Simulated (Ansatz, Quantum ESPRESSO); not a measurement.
# Band line-up of the CdS/CuI(110) superlattice, 5 + 5 layers, a = 5.89 Å, part 5 of 7

Aim: valence and conduction offsets of the CdS/CuI(110) superlattice, 5 + 5 layers, a = 5.89 Å from the line-up of mean potentials.

Quantum ESPRESSO 7.5; plane-wave DFT, LDA, GBRV ultrasoft pseudopotentials; cross-check by Ansatz 0.2.0 with PAW datasets.

So far. Step 3 (Ground state of bulk CdS): The run needed 8 iterations to bring the estimated error under 1e-07 Ry.

## (11) SCF with pw.x of the superlattice

The superlattice gives the step of the mean potential between the two crystals; (110) layers are neutral, so no field builds up.

System of this step: CdS/CuI(110) superlattice, 5 + 5 layers, a = 5.89 Å. The cell holds 20 atoms: 5 Cd, 5 S, 5 Cu and 5 I. Its edges and angles: a = 5.890 Å, b = 4.165 Å, c = 20.824 Å, α = 90.0°, β = 90.0°, γ = 90.0°. Regions: CdS, 10 atoms (5 Cd and 5 S); CuI, 10 atoms (5 Cu and 5 I). The structure's axis is c.

Contents of ab.in:

```
&control
  prefix = 'ab'
  outdir = './out'
  pseudo_dir = './pseudo'
  calculation = 'scf'
  tprnfor = .true.
/
&system
  ibrav = 0
  nat = 20
  ntyp = 4
  ecutwfc = 40
  ecutrho = 200
  occupations = 'smearing'
  smearing = 'fd'
  degauss = 0.002
/
&electrons
  conv_thr = 1e-07
  mixing_beta = 0.5
  electron_maxstep = 120
/
ATOMIC_SPECIES
  Cd  112.4140  cd_lda_v1.uspp.F.UPF
  S   32.0600  s_lda_v1.4.uspp.F.UPF
  Cu  63.5460  cu_lda_v1.2.uspp.F.UPF
  I   126.9045  i_lda_v1.uspp.F.UPF
CELL_PARAMETERS angstrom
  5.89000000000000 0.00000000000000 0.00000000000000
  0.00000000000000 4.16485894120000 0.00000000000000
  0.00000000000000 0.00000000000000 20.82429470590000
ATOMIC_POSITIONS crystal
  Cd  0.000000000000 0.000000000000 0.000000000000
  S   0.250000000000 0.500000000000 0.000000000000
  Cd  0.500000000000 0.500000000000 0.100000000000
  S   0.750000000000 0.000000000000 0.100000000000
  Cd  0.000000000000 0.000000000000 0.200000000000
  S   0.250000000000 0.500000000000 0.200000000000
  Cd  0.500000000000 0.500000000000 0.300000000000
  S   0.750000000000 0.000000000000 0.300000000000
  Cd  0.000000000000 0.000000000000 0.400000000000
  S   0.250000000000 0.500000000000 0.400000000000
  Cu  0.500000000000 0.500000000000 0.500000000000
  I   0.750000000000 0.000000000000 0.500000000000
  Cu  0.000000000000 0.000000000000 0.600000000000
  I   0.250000000000 0.500000000000 0.600000000000
  Cu  0.500000000000 0.500000000000 0.700000000000
  I   0.750000000000 0.000000000000 0.700000000000
  Cu  0.000000000000 0.000000000000 0.800000000000
  I   0.250000000000 0.500000000000 0.800000000000
  Cu  0.500000000000 0.500000000000 0.900000000000
  I   0.750000000000 0.000000000000 0.900000000000
K_POINTS automatic
  6 8 1 0 0 0
```

Started as:

```sh
$ OMP_NUM_THREADS=1 mpirun -n 4 pw.x -nk 2 -in ab.in > ab.out
```

Log:

```text
[banner, memory and clock lines left out]
Program PWSCF v.7.5 starts

          URL

     Message from routine setup:
     using ibrav=0 with symmetry is DISCOURAGED, use correct ibrav instead

     bravais-lattice index     =            0
     lattice parameter (alat)  =      11.1305  a.u.
     unit-cell volume          =    3447.3271 (a.u.)^3
     number of atoms/cell      =           20
     number of atomic types    =            4
     number of electrons       =       220.00
     number of Kohn-Sham states=          132
     kinetic-energy cutoff     =      40.0000  Ry
     charge density cutoff     =     200.0000  Ry
     scf convergence threshold =      1.0E-07
     mixing beta               =       0.5000
     number of iterations used =            8  plain     mixing
     Exchange-correlation= SLA  PZ   NOGX NOGC
                           (   1   1   0   0   0   0   0)

     celldm(1)=  11.130487  celldm(2)=   0.000000  celldm(3)=   0.000000
     celldm(4)=   0.000000  celldm(5)=   0.000000  celldm(6)=   0.000000

     crystal axes: (cart. coord. in units of alat)
               a(1) = (   1.000000   0.000000   0.000000 )
               a(2) = (   0.000000   0.707107   0.000000 )
               a(3) = (   0.000000   0.000000   3.535534 )

     reciprocal axes: (cart. coord. in units 2 pi/alat)
               b(1) = (  1.000000  0.000000  0.000000 )
               b(2) = (  0.000000  1.414214  0.000000 )
               b(3) = (  0.000000  0.000000  0.282843 )

     PseudoPot. # 1 for Cd read from file:
     ./pseudo/cd_lda_v1.uspp.F.UPF
     Pseudo is Ultrasoft + core correction, Zval = 12.0
     Generated by new atomic code, or converted to UPF format
     Using radial grid of  889 points,  6 beta functions with:
                l(1) =   0
                l(2) =   0
                l(3) =   1
                l(4) =   1
                l(5) =   2
                l(6) =   2
     Q(r) pseudized with  6 coefficients,  rinner =    1.000   1.000   1.000
                                                       1.000   1.000

     PseudoPot. # 2 for S  read from file:
     ./pseudo/s_lda_v1.4.uspp.F.UPF
     Pseudo is Ultrasoft + core correction, Zval =  6.0
     Generated by new atomic code, or converted to UPF format
     Using radial grid of  907 points,  6 beta functions with:
                l(1) =   0
                l(2) =   0
                l(3) =   1
                l(4) =   1
                l(5) =   2
                l(6) =   2
     Q(r) pseudized with  8 coefficients,  rinner =    1.300   1.300   1.300
                                                       1.300   1.300

     PseudoPot. # 3 for Cu read from file:
     ./pseudo/cu_lda_v1.2.uspp.F.UPF
     Pseudo is Ultrasoft + core correction, Zval = 19.0
     Generated by new atomic code, or converted to UPF format
     Using radial grid of  867 points,  6 beta functions with:
                l(1) =   0
                l(2) =   0
                l(3) =   1
                l(4) =   1
                l(5) =   2
                l(6) =   2
     Q(r) pseudized with  8 coefficients,  rinner =    1.150   1.150   1.150
                                                       1.150   1.150

     PseudoPot. # 4 for I  read from file:
     ./pseudo/i_lda_v1.uspp.F.UPF
     Pseudo is Ultrasoft + core correction, Zval =  7.0
     Generated by new atomic code, or converted to UPF format
     Using radial grid of  893 points,  6 beta functions with:
                l(1) =   0
                l(2) =   0
                l(3) =   1
                l(4) =   1
                l(5) =   2
                l(6) =   2
     Q(r) pseudized with  8 coefficients,  rinner =    1.500   1.500   1.500
                                                       1.500   1.500

     atomic species   valence    mass     pseudopotential
     Cd               12.00   112.41400     Cd( 1.00)
     S                 6.00    32.06000     S ( 1.00)
     Cu               19.00    63.54600     Cu( 1.00)
     I                 7.00   126.90450     I ( 1.00)

      2 Sym. Ops. (no inversion) found

   Cartesian axes

     site n.     atom                  positions (alat units)
         1        Cd     tau(   1) = (   0.0000000   0.0000000   0.0000000  )
         2        S      tau(   2) = (   0.2500000   0.3535534   0.0000000  )
         3        Cd     tau(   3) = (   0.5000000   0.3535534   0.3535534  )
         4        S      tau(   4) = (   0.7500000   0.0000000   0.3535534  )
         5        Cd     tau(   5) = (   0.0000000   0.0000000   0.7071068  )
         6        S      tau(   6) = (   0.2500000   0.3535534   0.7071068  )
         7        Cd     tau(   7) = (   0.5000000   0.3535534   1.0606602  )
         8        S      tau(   8) = (   0.7500000   0.0000000   1.0606602  )
         9        Cd     tau(   9) = (   0.0000000   0.0000000   1.4142136  )
        10        S      tau(  10) = (   0.2500000   0.3535534   1.4142136  )
        11        Cu     tau(  11) = (   0.5000000   0.3535534   1.7677670  )
        12        I      tau(  12) = (   0.7500000   0.0000000   1.7677670  )
        13        Cu     tau(  13) = (   0.0000000   0.0000000   2.1213203  )
        14        I      tau(  14) = (   0.2500000   0.3535534   2.1213203  )
        15        Cu     tau(  15) = (   0.5000000   0.3535534   2.4748737  )
        16        I      tau(  16) = (   0.7500000   0.0000000   2.4748737  )
        17        Cu     tau(  17) = (   0.0000000   0.0000000   2.8284271  )
        18        I      tau(  18) = (   0.2500000   0.3535534   2.8284271  )
        19        Cu     tau(  19) = (   0.5000000   0.3535534   3.1819805  )
        20        I      tau(  20) = (   0.7500000   0.0000000   3.1819805  )

     number of k points=    20  Fermi-Dirac smearing, width (Ry)=  0.0020
                       cart. coord. in units 2pi/alat
        k(    1) = (   0.0000000   0.0000000   0.0000000), wk =   0.0416667
        k(    2) = (   0.0000000   0.1767767   0.0000000), wk =   0.0833333
        k(    3) = (   0.0000000   0.3535534   0.0000000), wk =   0.0833333
        k(    4) = (   0.0000000   0.5303301   0.0000000), wk =   0.0833333
        k(    5) = (   0.0000000  -0.7071068   0.0000000), wk =   0.0416667
        k(    6) = (   0.1666667   0.0000000   0.0000000), wk =   0.0833333
        k(    7) = (   0.1666667   0.1767767   0.0000000), wk =   0.1666667
        k(    8) = (   0.1666667   0.3535534   0.0000000), wk =   0.1666667
        k(    9) = (   0.1666667   0.5303301   0.0000000), wk =   0.1666667
        k(   10) = (   0.1666667  -0.7071068   0.0000000), wk =   0.0833333
[...]
4.6353   4.8438   4.9129   4.9591   4.9677   5.0190   5.0434   5.0541
     5.0869   5.1305   5.1405   5.3365   5.4189   5.4255   5.4540   5.5308
     5.5372   5.5766   5.6134   5.6241   5.6409   5.6448   8.5575   8.5945
     8.7344   8.7388   9.1002   9.1294   9.3234   9.4179   9.6503   9.6612
     9.8582  10.0920  10.8800  11.1365  11.1521  11.1725  11.7639  11.8185
    11.9419  12.0292  12.1496  12.1813

          k =-0.5000 0.1768 0.0000 ( 14724 PWs)   bands (ev):

  -104.6083-104.6082-104.5789-104.2525-104.2521 -62.4859 -62.4859 -62.4830
   -62.4828 -62.4798 -62.4798 -62.4550 -62.4527 -62.4524 -62.1552 -62.1549
   -62.1544 -62.1541 -62.0703 -62.0699  -7.8463  -7.8233  -7.5619  -7.5166
    -7.4306  -6.0413  -5.9706  -5.9666  -5.7742  -5.7608  -2.1084  -2.1071
    -1.9858  -1.9849  -1.8675  -1.8660  -1.8113  -1.8049  -1.7709  -1.7673
    -1.6301  -1.6169  -1.6008  -1.5808  -1.5247  -1.4463  -1.4280  -1.3276
    -1.2982  -1.2957  -1.2876  -1.2806  -1.2635  -1.1458  -1.0950   0.5620
     0.6570   0.8788   1.0903   1.2314   1.4797   1.6604   2.0236   2.1845
     2.2230   2.2426   2.2538   2.3287   2.4188   2.4269   2.4563   2.5398
     2.7786   3.4710   3.5133   4.0461   4.0942   4.1002   4.1100   4.1546
     4.1669   4.1741   4.1817   4.2742   4.2978   4.3840   4.4206   4.4610
     4.4941   4.5887   4.6444   4.7023   4.7395   4.8361   4.9948   4.9990
     5.0223   5.0447   5.0715   5.1112   5.1725   5.2161   5.3019   5.4974
     5.5403   5.5667   5.5792   5.6920   5.6962   5.7152   9.0219   9.0234
     9.1664   9.1835   9.2682   9.3492   9.6311   9.7967   9.8632   9.9517
    10.2932  10.3791  11.0832  11.2550  11.3092  11.3303  11.4693  11.5568
    11.7203  11.8202  11.9916  12.0829

          k =-0.5000 0.3536 0.0000 ( 14776 PWs)   bands (ev):

  -104.6083-104.6082-104.5789-104.2525-104.2521 -62.4859 -62.4858 -62.4830
   -62.4828 -62.4799 -62.4798 -62.4551 -62.4527 -62.4524 -62.1553 -62.1549
   -62.1544 -62.1540 -62.0703 -62.0699  -7.7649  -7.7437  -7.4724  -7.4317
    -7.3451  -5.9917  -5.9236  -5.9171  -5.7243  -5.7119  -2.0920  -2.0914
    -1.9713  -1.9702  -1.8387  -1.8376  -1.7742  -1.7714  -1.7673  -1.7589
    -1.6165  -1.5893  -1.5852  -1.5769  -1.4097  -1.3711  -1.3619  -1.3269
    -1.3172  -1.2998  -1.2942  -1.2551  -1.2088  -1.0362  -1.0022   0.7378
     0.8068   0.8729   1.0079   1.1108   1.2813   1.4360   1.8118   1.8787
     1.9880   2.1390   2.1451   2.2689   2.3623   2.3839   2.4334   2.4485
     2.4616   3.1433   3.2492   3.7265   3.7875   3.8711   4.0599   4.0856
     4.1063   4.1075   4.1582   4.1633   4.1690   4.2367   4.2683   4.3386
     4.4265   4.4581   4.5017   4.5389   4.5592   4.6120   4.7170   4.7335
     4.7570   4.8211   4.9192   4.9995   5.0768   5.1354   5.1945   5.3288
     5.3765   5.5496   5.5860   5.5893   5.6740   5.6866   9.0859   9.2074
     9.6586   9.8009   9.8070   9.8331   9.8766   9.9669  10.0814  10.0860
    11.1188  11.2041  11.2798  11.3971  11.4540  11.5420  11.6582  11.7638
    11.7904  11.7945  12.0509  12.0831

          k =-0.5000 0.5303 0.0000 ( 14736 PWs)   bands (ev):

  -104.6083-104.6082-104.5789-104.2525-104.2521 -62.4859 -62.4858 -62.4830
   -62.4828 -62.4800 -62.4799 -62.4552 -62.4527 -62.4524 -62.1553 -62.1550
   -62.1544 -62.1540 -62.0702 -62.0699  -7.6795  -7.6602  -7.3781  -7.3423
    -7.2552  -5.9419  -5.8764  -5.8675  -5.6747  -5.6632  -2.0663  -2.0660
    -1.9562  -1.9555  -1.8600  -1.8591  -1.7330  -1.7307  -1.7278  -1.7154
    -1.5922  -1.5755  -1.5629  -1.5627  -1.3649  -1.3324  -1.3179  -1.3103
    -1.2838  -1.2831  -1.2468  -1.1995  -1.0454  -0.9099  -0.8832   0.5694
     0.5703   0.8060   0.8811   1.0015   1.1839   1.2512   1.5651   1.7841
     1.8428   1.9198   1.9295   2.1134   2.1470   2.3035   2.3736   2.4182
     2.4206   2.9346   3.0697   3.4676   3.5457   3.7469   4.0077   4.0321
     4.0766   4.1175   4.1229   4.1395   4.1565   4.1647   4.2411   4.2589
     4.3501   4.4029   4.4265   4.4507   4.4526   4.4924   4.5106   4.5774
     4.6342   4.7327   4.7681   4.8757   4.9690   4.9816   5.1863   5.2690
     5.2803   5.3412   5.5045   5.5322   5.5904   5.6374   8.7061   8.7677
     9.6005   9.6680   9.6754   9.6984  10.4019  10.4872  10.5076  10.5171
    11.1516  11.2018  11.4036  11.4373  11.4500  11.5015  11.5117  11.5827
    11.8239  11.9979  12.1017  12.1027

          k =-0.5000-0.7071 0.0000 ( 14760 PWs)   bands (ev):

  -104.6083-104.6082-104.5789-104.2525-104.2521 -62.4859 -62.4858 -62.4830
   -62.4828 -62.4800 -62.4799 -62.4552 -62.4527 -62.4524 -62.1553 -62.1550
   -62.1544 -62.1540 -62.0702 -62.0699  -7.6429  -7.6244  -7.3374  -7.3038
    -7.2165  -5.9212  -5.8568  -5.8469  -5.6542  -5.6431  -2.0533  -2.0531
    -1.9495  -1.9473  -1.8756  -1.8742  -1.7159  -1.7101  -1.7095  -1.6967
    -1.5747  -1.5720  -1.5602  -1.5547  -1.3746  -1.3290  -1.3151  -1.2972
    -1.2828  -1.2674  -1.1729  -1.1417  -0.9480  -0.8450  -0.8168   0.4129
     0.4132   0.7171   0.7315   0.9268   1.1676   1.2236   1.5534   1.6725
     1.7161   1.7555   1.8715   2.0435   2.1765   2.2622   2.3749   2.3859
     2.4391   2.8828   3.0771   3.4435   3.6287   3.7587   3.7765   4.0736
     4.1090   4.1173   4.1216   4.1236   4.1675   4.1758   4.1873   4.1917
     4.2387   4.2931   4.3736   4.3949   4.4434   4.4687   4.5095   4.5287
     4.5338   4.7696   4.7811   4.8170   4.9072   5.0795   5.1110   5.1481
     5.1556   5.3335   5.4229   5.4539   5.6084   5.6496   8.5156   8.5501
     9.5487   9.6087   9.6132   9.6338  10.6876  10.7136  10.7603  10.8524
    10.9981  11.1275  11.1338  11.2156  11.2291  11.3242  11.4469  11.5096
    11.9596  12.1274  12.1577  12.3323

     the Fermi energy is     6.7084 ev

!    total energy              =   -3034.68821798 Ry
     estimated scf accuracy    <       0.00000008 Ry
     smearing contrib. (-TS)   =      -0.00000002 Ry
     internal energy E=F+TS    =   -3034.68821797 Ry

     The total energy is F=E-TS. E is the sum of the following terms:
     one-electron contribution =   -2632.04649040 Ry
     hartree contribution      =    1428.31220782 Ry
     xc contribution           =    -665.89072931 Ry
     ewald contribution        =   -1165.06320608 Ry

     convergence has been achieved in  22 iterations

     negative rho (up, down):  9.621E-02 0.000E+00

     Forces acting on atoms (cartesian axes, Ry/au):

     atom    1 type  1   force =     0.05579696    0.00000000    0.07292072
     atom    2 type  2   force =     0.01651777    0.00000000   -0.02665233
     atom    3 type  1   force =    -0.00274023    0.00000000   -0.00131204
     atom    4 type  2   force =    -0.00082860    0.00000000   -0.00002601
     atom    5 type  1   force =     0.00175366    0.00000000    0.00010110
     atom    6 type  2   force =    -0.00032497    0.00000000   -0.00000860
     atom    7 type  1   force =    -0.00274194    0.00000000    0.00134292
     atom    8 type  2   force =    -0.00082886    0.00000000    0.00001486
     atom    9 type  1   force =     0.05576897    0.00000000   -0.07303701
     atom   10 type  2   force =     0.01651466    0.00000000    0.02665456
     atom   11 type  3   force =    -0.02415362    0.00000000   -0.03088824
     atom   12 type  4   force =    -0.04803670    0.00000000    0.06135752
     atom   13 type  3   force =     0.00146407    0.00000000    0.00129069
     atom   14 type  4   force =     0.00171834    0.00000000   -0.00320215
     atom   15 type  3   force =    -0.00059791    0.00000000   -0.00000031
     atom   16 type  4   force =    -0.00018741    0.00000000    0.00000033
     atom   17 type  3   force =     0.00145766    0.00000000   -0.00125695
     atom   18 type  4   force =     0.00171797    0.00000000    0.00320185
     atom   19 type  3   force =    -0.02423232    0.00000000    0.03085319
     atom   20 type  4   force =    -0.04803750    0.00000000   -0.06135411

     Total force =     0.184716     Total SCF correction =     0.001034

     XML data file, charge density, pseudopotentials, collected wavefunctions

                                        0.00s GPU  (    1709 calls)
```

Wall time 18 min (4 MPI ranks of Arm Neoverse V1, shared host); peak memory 1.7 GiB.

Numbers from this step:

```
free energy  : -41289.0366 eV
Fermi energy : 6.708 eV
```

The program's own clock; routines nest. Time by routine:

```
     routine  wall time (s)   calls
       PWSCF           1067       1
   electrons           1048       1
     c_bands          961.9      22
     cegterg          913.4     220
       h_psi            421    1709
        fftw          210.4  233276
    vloc_psi          202.6    1709
      calbec          144.1    1969
h_psi:calbec          108.2    1709
  add_vuspsi            107    1709
       s_psi          106.8    1709
    sum_band          73.83      22
     cdiaghg          41.39    1699
        newd          12.36      23
```

The run needed 22 iterations to bring the estimated error under 1e-07 Ry; the largest force on any atom, held or free, is 2.36 eV/Å.

## (12) Potential by pp.x of the superlattice

Contents of ab.pot.in:

```
&inputpp
  prefix = 'ab'
  outdir = './out'
  filplot = 'ab.pot.dat'
  plot_num = 11
/
```

Started as:

```sh
$ OMP_NUM_THREADS=1 mpirun -n 4 pp.x -in ab.pot.in > ab.pot.out
```

Log:

```text
[banner, memory and clock lines left out]
Program POST-PROC v.7.5 starts

          URL

     ./out/ab.save/

     IMPORTANT: XC functional enforced from input :
     Exchange-correlation= PZ
                           (   1   1   0   0   0   0   0)
     Any further DFT definition will be discarded
     Please, verify this is what you really want

     Check: negative core charge=   -0.000002

     negative rho (up, down):  9.621E-02 0.000E+00

     Calling punch_plot, plot_num =  11
     Writing data to file  ab.pot.dat
     Message from routine chdens:
     namelist plot not found or invalid, exiting
```

Elapsed: 1.8 s, on 4 MPI ranks; peak memory 0.17 GiB; 6.8 s of CPU time.

Electrostatic potential energy in the ca plane at fractional y = 0.000, with atoms of Cd and S and I and Cu within 0.2 Å of it. With pseudopotentials it is smooth inside the atoms' cores, unlike the true potential.

Ten even steps from '0' (-89 eV) to '9' (5 eV), each cell a mean:
```
45799999975446899999875456898899851048998899
66898778987667898778986667875468986678865578
88986225898889985237998888841026899999730037
99984002899999971005899999720004899998610016
99985104899999983016999999730015899999610026
99998657999999997568999999863247999999852358
99999999999999999999999999988789999999987789
99999999999999999999999999999999999999999999
99999999999999999999999999999999999999999999
99999999999999999999999999999999999999999999
99999999999999999999999999999999999999999999
99999999999999999999999999999999999999999999
99999999999999999999999999999999999999999999
77899999998778999999987778999999988789999999
55799999986556899999975557899999973268999999
35699999975445799999864346899999840028999999
```
Columns run along c (16.0 Å, from fractional 0.00 to 0.77 of the cell; values clipped at the 3rd and 97th percentile), rows up along a (5.9 Å). Atoms in or near the plane, at fractional coordinates: Cd at (0.00, 0.00), S at (0.10, 0.75), Cd at (0.20, 0.00), S at (0.30, 0.75), Cd at (0.40, 0.00), I at (0.50, 0.75), Cu at (0.60, 0.00), I at (0.70, 0.75).

(Part 5 of 7 ends here.)

[Logs are printed without paths, hosts, clocks, repeated set-up lines and the standing remarks that a program may print on its own settings, such as how far it seeks lower states.]

[Hosts, paths, dates, database ids (printed as entryN), source tags and the programs' standing remarks are cut or masked in the printed files.]

[Maps of the electrostatic potential energy from Ansatz leave out the sawtooth potential of an applied field or a dipole correction, so their vacuum need not be flat; planar profiles and work functions include it.]
